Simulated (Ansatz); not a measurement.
## AlN (F-43m):C_Al, thermodynamic levels from a 54-atom cell

Wanted: the transition levels of a substitutional impurity in AlN (F-43m), from a cell of 54 host atoms with 1 Al taken out and 1 C put in.

Main program and level: Ansatz 0.2.0; place-levels on r2SCAN runs: charge-transition levels and formation energies with image-charge correction and potential alignment at the atomic sites; PAW set soft_1.

### 1. The structure

The cell holds 54 atoms: 26 Al, 27 N and 1 C. Its edges and angles: a = 9.269 Å, b = 9.269 Å, c = 9.269 Å, α = 60.0°, β = 60.0°, γ = 60.0°. It derives from AlN (space group F-43m). Nearest the centre at fractional (0.333, 0.667, 0.667): C35 at 0.00 Å, N34 at 1.89 Å, N30 at 1.89 Å, N18 at 1.89 Å, N36 at 1.89 Å, Al23 at 3.09 Å, Al31 at 3.09 Å, Al5 at 3.09 Å.

Coordinates:

```xyz
54
Lattice="0.0000 6.5542 6.5542 6.5542 0.0000 6.5542 6.5542 6.5542 0.0000" Properties=species:S:1:pos:R:3 pbc="T T T"
Al    0.0000    0.0000    0.0000
N     1.0924    1.0924    1.0924
Al    2.1847    2.1847    0.0000
N     3.2771    3.2771    1.0924
Al    4.3695    4.3695    0.0000
N     5.4618    5.4618    1.0924
Al    2.1847    0.0000    2.1847
N     3.2771    1.0924    3.2771
Al    4.3695    2.1847    2.1847
N     5.4618    3.2771    3.2771
Al    6.5542    4.3695    2.1847
N     7.6466    5.4618    3.2771
Al    4.3695    0.0000    4.3695
N     5.4618    1.0924    5.4618
Al    6.5542    2.1847    4.3695
N     7.6466    3.2771    5.4618
Al    8.7389    4.3695    4.3695
N     9.8313    5.4618    5.4618
Al    0.0000    2.1847    2.1847
N     1.0924    3.2771    3.2771
Al    2.1847    4.3695    2.1847
N     3.2771    5.4618    3.2771
Al    4.3695    6.5542    2.1847
N     5.4618    7.6466    3.2771
Al    2.1847    2.1847    4.3695
N     3.2771    3.2771    5.4618
Al    4.3695    4.3695    4.3695
N     5.4618    5.4618    5.4618
Al    6.5542    6.5542    4.3695
N     7.6466    7.6466    5.4618
Al    4.3695    2.1847    6.5542
N     5.4618    3.2771    7.6466
Al    6.5542    4.3695    6.5542
N     7.6466    5.4618    7.6466
C     8.7389    6.5542    6.5542
N     9.8313    7.6466    7.6466
Al    0.0000    4.3695    4.3695
N     1.0924    5.4618    5.4618
Al    2.1847    6.5542    4.3695
N     3.2771    7.6466    5.4618
Al    4.3695    8.7389    4.3695
N     5.4618    9.8313    5.4618
Al    2.1847    4.3695    6.5542
N     3.2771    5.4618    7.6466
Al    4.3695    6.5542    6.5542
N     5.4618    7.6466    7.6466
Al    6.5542    8.7389    6.5542
N     7.6466    9.8313    7.6466
Al    4.3695    4.3695    8.7389
N     5.4618    5.4618    9.8313
Al    6.5542    6.5542    8.7389
N     7.6466    7.6466    9.8313
Al    8.7389    8.7389    8.7389
N     9.8313    9.8313    9.8313
```

Screening for the image-charge correction: ε∞ = 4.64, ε0 = 8.51, computed on the host (DFPT, PBEsol, on the r2SCAN cell), and a cell off the functional's own equilibrium shifts the ionic part.

The cell's shortest repeat is 9.3 Å.

### 2. Charge states

A transition level is the Fermi level at which two charge states cost the same, so each charge needs its own total energy, at its own relaxed structure.

Each atom starts 0.05 Å or so off its site in a random direction: a symmetric start keeps its symmetry, and would miss off-centre moves and Jahn–Teller distortions. Forces are taken at one point at (¼, ¼, ¼). The cell holds 1 electron more than the neutral one, with a uniform background that keeps it neutral on the whole.

The sampling was tested on the host first: at the k-points planned (1x1x1 shifted 0.25 0.25 0.25) its energy lies 0.045 eV an atom from the dense-mesh value, so the final energies take a denser sampling.

One of the inputs; charge, spin and start change from state to state.

qm1.relax/input.yaml

```yaml
crystal:
  lattice:
    - [0.0, 6.55418986, 6.55418986]
    - [6.55418986, 0.0, 6.55418986]
    - [6.55418986, 6.55418986, 0.0]
  atoms:
    - { symbol: Al, position: [0.0, 0.0, 0.0] }
    - { symbol: "N", position: [0.08333333, 0.08333333, 0.08333333] }
    - { symbol: Al, position: [0.0, 0.0, 0.33333333] }
    - { symbol: "N", position: [0.08333333, 0.08333333, 0.41666667] }
    - { symbol: Al, position: [0.0, 0.0, 0.66666667] }
    - { symbol: "N", position: [0.08333333, 0.08333333, 0.75] }
    - { symbol: Al, position: [0.0, 0.33333333, 0.0] }
    - { symbol: "N", position: [0.08333333, 0.41666667, 0.08333333] }
    - { symbol: Al, position: [0.0, 0.33333333, 0.33333333] }
    - { symbol: "N", position: [0.08333333, 0.41666667, 0.41666667] }
    - { symbol: Al, position: [0.0, 0.33333333, 0.66666667] }
    - { symbol: "N", position: [0.08333333, 0.41666667, 0.75] }
    - { symbol: Al, position: [0.0, 0.66666667, 0.0] }
    - { symbol: "N", position: [0.08333333, 0.75, 0.08333333] }
    - { symbol: Al, position: [0.0, 0.66666667, 0.33333333] }
    - { symbol: "N", position: [0.08333333, 0.75, 0.41666667] }
    - { symbol: Al, position: [0.0, 0.66666667, 0.66666667] }
    - { symbol: "N", position: [0.08333333, 0.75, 0.75] }
    - { symbol: Al, position: [0.33333333, 0.0, 0.0] }
    - { symbol: "N", position: [0.41666667, 0.08333333, 0.08333333] }
    - { symbol: Al, position: [0.33333333, 0.0, 0.33333333] }
    - { symbol: "N", position: [0.41666667, 0.08333333, 0.41666667] }
    - { symbol: Al, position: [0.33333333, 0.0, 0.66666667] }
    - { symbol: "N", position: [0.41666667, 0.08333333, 0.75] }
    - { symbol: Al, position: [0.33333333, 0.33333333, 0.0] }
    - { symbol: "N", position: [0.41666667, 0.41666667, 0.08333333] }
    - { symbol: Al, position: [0.33333333, 0.33333333, 0.33333333] }
    - { symbol: "N", position: [0.41666667, 0.41666667, 0.41666667] }
    - { symbol: Al, position: [0.33333333, 0.33333333, 0.66666667] }
    - { symbol: "N", position: [0.41666667, 0.41666667, 0.75] }
    - { symbol: Al, position: [0.33333333, 0.66666667, 0.0] }
    - { symbol: "N", position: [0.41666667, 0.75, 0.08333333] }
    - { symbol: Al, position: [0.33333333, 0.66666667, 0.33333333] }
    - { symbol: "N", position: [0.41666667, 0.75, 0.41666667] }
    - { symbol: C, position: [0.33333333, 0.66666667, 0.66666667] }
    - { symbol: "N", position: [0.41666667, 0.75, 0.75] }
    - { symbol: Al, position: [0.66666667, 0.0, 0.0] }
    - { symbol: "N", position: [0.75, 0.08333333, 0.08333333] }
    - { symbol: Al, position: [0.66666667, 0.0, 0.33333333] }
    - { symbol: "N", position: [0.75, 0.08333333, 0.41666667] }
    - { symbol: Al, position: [0.66666667, 0.0, 0.66666667] }
    - { symbol: "N", position: [0.75, 0.08333333, 0.75] }
    - { symbol: Al, position: [0.66666667, 0.33333333, 0.0] }
    - { symbol: "N", position: [0.75, 0.41666667, 0.08333333] }
    - { symbol: Al, position: [0.66666667, 0.33333333, 0.33333333] }
    - { symbol: "N", position: [0.75, 0.41666667, 0.41666667] }
    - { symbol: Al, position: [0.66666667, 0.33333333, 0.66666667] }
    - { symbol: "N", position: [0.75, 0.41666667, 0.75] }
    - { symbol: Al, position: [0.66666667, 0.66666667, 0.0] }
    - { symbol: "N", position: [0.75, 0.75, 0.08333333] }
    - { symbol: Al, position: [0.66666667, 0.66666667, 0.33333333] }
    - { symbol: "N", position: [0.75, 0.75, 0.41666667] }
    - { symbol: Al, position: [0.66666667, 0.66666667, 0.66666667] }
    - { symbol: "N", position: [0.75, 0.75, 0.75] }
  host:
    repeats: [3, 3, 3]
    atoms:
      - { symbol: Al, position: [0.0, 0.0, 0.0] }
      - { symbol: "N", position: [0.25, 0.25, 0.25] }
total_charge: -1
basis:
  ecutwfc: 500
  xc_grid: 2
hamiltonian:
  xc: r2scan
  pseudopotentials: { kind: paw, azcp: { folder: soft_1 } }
kpoints:
  mp_grid: { grid: [1, 1, 1], shift: [0.25, 0.25, 0.25] }
scf:
  occupations: { method: fixed }
  max_iter: 60
output:
  forces: true
  charged_corrections:
    epsilon: 4.64
    static_epsilon: 8.51
    defect_position: [0.333333, 0.666667, 0.666667]
relax:
  f_tol: 0.02
  max_steps: 80
  random_displacement: { amplitude: 0.05, seed: 193 }
checkpoint:
  write: "../qm1.relax.run"
  compress: false
  write_wavefunctions: true
  write_every: 100000
```

The run is started by

```sh
> ansatz run input.yaml --threads 4 --pin off --max-ram 7536MiB --backend cpu --events-out ev --progress --plain --runs-dir out
```

The relaxed structure is kept and the sampling changed to a 2×2×2 shifted mesh.

The run of this state that the levels use, under r2SCAN:

qm1.point/input.yaml

```yaml
crystal:
  checkpoint: "../qm1.relax.run"
  host: checkpoint
total_charge: -1
basis:
  ecutwfc: 500
  xc_grid: 2
hamiltonian:
  xc: r2scan
  pseudopotentials: { kind: paw, azcp: { folder: soft_1 } }
kpoints:
  mp_grid: { grid: [2, 2, 2], shift: [0.5, 0.5, 0.5] }
scf:
  occupations: { method: fermi_dirac, width: 0.01 }
  max_iter: 60
output:
  forces: true
  eigenvalues: true
  charged_corrections:
    epsilon: 4.64
    static_epsilon: 8.51
    defect_position: [0.333333, 0.666667, 0.666667]
  eigenstates: { localisation: true }
  populations: true
  band_densities: [{ bands: [v1, v1] }, { bands: [c1, c1] }]
  write_density: true
  write_potential: true
  volumetric_format: npy
checkpoint:
  read: "../qm1.relax.run"
  write: "../qm1.point.run"
  compress: false
  write_wavefunctions: false
  write_every: 100000
```

Relaxations under r2SCAN at one point at (¼, ¼, ¼); times on 4 threads of Arm Neoverse V1, shared host:

| charge | moment (μB) | occupations | outcome | steps | largest displacement against the far atoms (Å) | time |
| --- | --- | --- | --- | --- | --- | --- |
| −1 | 0 | fixed | converged | 13 | 0.56 | 98 s |
| 0 | 1 | fixed | converged | 10 | 0.68 | 3 min |
| +1 | 0 | fixed | converged | 6 | 0.30 | 50 s |

Single points under r2SCAN at a 2×2×2 shifted mesh; times on 4 threads of Arm Neoverse V1, shared host:

| charge | moment (μB) | occupations | outcome | time |
| --- | --- | --- | --- | --- |
| −1 | 0 | fermi-dirac | converged | 44 s |
| 0 | 1 | fermi-dirac | converged | 1.7 min |
| +1 | 0 | fermi-dirac | converged | 42 s |

Distances (Å) from C35 to the nearest atoms after relaxation with r2SCAN:

| charge | moment (μB) | 1. | 2. | 3. | 4. | 5. | 6. |
| --- | --- | --- | --- | --- | --- | --- | --- |
| −1 | 0 | N 1.31 | N 2.35 | N 2.35 | N 2.35 | Al 2.72 | Al 2.72 |
| 0 | 1 | N 1.50 | N 1.50 | N 1.50 | Al 2.56 | Al 2.56 | Al 2.56 |
| +1 | 0 | N 1.60 | N 1.60 | N 1.60 | N 1.60 | Al 3.06 | Al 3.06 |

### 3. Placing the levels, r2SCAN

A charged cell interacts with its images and the background, and its potential has another zero than the host's. place-levels removes the first by a point-charge model, screened by the static dielectric constant since the ions have relaxed around the charge, and the second by comparing potentials at atoms far from the defect.

The host is a run of the defect-free crystal in the same cutoffs, grids and k-points, so that basis and sampling errors cancel in part in the differences. The host is run in a cell of 2 atoms on a matching mesh. Its band edges are searched through the zone by a band path, so the gap is smaller than, or equal to, that on the mesh. Chemical potentials are energies per atom of Al (fcc) and C (diamond), run with the same functional and cutoff. Carbon is taken as diamond, which semilocal functionals can put about 0.1 eV an atom over graphite.

levels.point.yaml

```yaml
host:
  run: host.point.run
states: [qm1.point.run, q0_M1.point.run, qp1.point.run]
geometry_from:
  qm1.point.run: qm1.relax.run
  q0_M1.point.run: q0_M1.relax.run
  qp1.point.run: qp1.relax.run
  host.point.run: host.relax.run
chemical_potentials:
  Al:
    energy: -540.418346
    dataset: <sha256 of the dataset>
  C:
    energy: -251.553391
    dataset: "<sha256 of the dataset>"
epsilon: 4.64
static_epsilon: 8.51
vertical:
  - { from: qm1.point.run, to: qm1.point_neutral.run }
  - { from: qp1.point.run, to: qp1.point_neutral.run }
```

The run is started by

```sh
> ansatz place-levels levels.point.yaml -- --threads 4 --pin off --max-ram 7536MiB
```

Numbers of over 12 decimals in the logs are rounded to 6 here.

The program printed:

```text
[... repeated set-up lines and file paths are left out, and long positions are rounded to six places ...]
(+1/0) 3.098 eV above the valence edge, 0.820 eV under the conduction edge
(0/-1) 4.904 eV above the valence edge, in the conduction band
formation energy of charge +1: +5.016 eV with the Fermi level at the valence edge
formation energy of charge 0: +8.114 eV with the Fermi level at the valence edge
formation energy of charge -1: +13.018 eV with the Fermi level at the valence edge
vertical -1 to 0: no energy, since no alignment is typed
  the change from vertical[0].from (qm1.point.run) to vertical[0].to (qm1.point_neutral.run): by its potential at epsilon 4.64 it stands at 0.376 0.710 0.709, with an rms radius of about 1.7 Å (1.0 1.0 1.0 Å across the planes of the cell's vectors); [...]
vertical +1 to 0: no energy, since no alignment is typed
  the change from vertical[1].from (qp1.point.run) to vertical[1].to (qp1.point_neutral.run): by its potential at epsilon 4.64 it stands at 0.459 0.793 0.793, with an rms radius of about 3.8 Å (2.2 2.2 2.2 Å across the planes of the cell's vectors); [...]
  edges by r2scan, gap 3.918 eV; the host is sampled to repeats of 18.54 Å
  the defect's cells are sampled to repeats of 18.54 Å, like sampling
  charge +1: -24780.6541 eV with its correction of +0.144 eV, at epsilon 8.51, aligned at sites: -0.1523 eV, mean over 19 atomic sites at or beyond 4.63 Å from the host's site at [0.3332, 0.6666, 0.6666] by the defect at [0.3333, 0.6667, 0.6667], with [...]
  charge 0: +0.000 eV for its dipole among its images, +0.225 omitted
  charge -1: -24759.2506 eV with its correction of +0.427 eV, at epsilon 8.51, aligned at sites: -0.1308 eV, mean over 19 atomic sites at or beyond 4.63 Å from the host's site at [0.3332, 0.6666, 0.6666] by the defect at [0.3333, 0.6667, 0.6667], with [...]
  of states[2] (qp1.point.run): it parts from the run at its places by a charge that spreads by about 2.2 Å along one vector (1.3 Å or more is wide), by its potential at epsilon 4.64, taken for that of held ions (one typed too small widens it), where the cell [...]
  of states[1] (q0_M1.point.run): its alignment with the host at atomic sites is doubtful: the mean over the far sites moves by -0.0580 eV from their farther parts to their nearer, more than 0.05 eV. [...]
  of states[0] (qm1.point.run): its alignment with the host at atomic sites is doubtful: the mean over the far sites moves by +0.2335 eV from their farther parts to their nearer, more than 0.05 eV. [...]
  of vertical[0].from (qm1.point.run): its sublattices stand up to 0.0030 Å off the host's, which by the two runs' forces adds about -0.01 eV to its energy against the host's, and moves the band edges: relax the crystal first, and build the cells on it
  of vertical[0].to (qm1.point_neutral.run): stability_check_not_made
  of vertical[1].from (qp1.point.run): it parts from the run at its places by a charge that spreads by about 2.2 Å along one vector (1.3 Å or more is wide), by its potential at epsilon 4.64, taken for that of held ions (one typed too small widens it), where [...]
  of vertical[1].to (qp1.point_neutral.run): stability_check_not_made
```

Wall time 0.31 s (4 threads of Arm Neoverse V1, shared host).

(Part 1 of 2 ends here.)

[Logs are printed without paths, hosts, clocks, repeated set-up lines and the standing remarks that a program may print on its own settings, such as how far it seeks lower states.]

[Hosts, paths, dates, database ids (printed as entryN), source tags and the programs' standing remarks are cut or masked in the printed files.]

[Where a table of states has a column of steps, it counts the stored structures, which are thinned; the runs took as many ionic steps or more.]

[A defect's name tells the site on which it was built; relaxed atoms can leave that site.]

[For some hosts the program warned that the k-mesh of the response run may be too coarse for force constants and the static dielectric constant; such warnings are not shown here.]
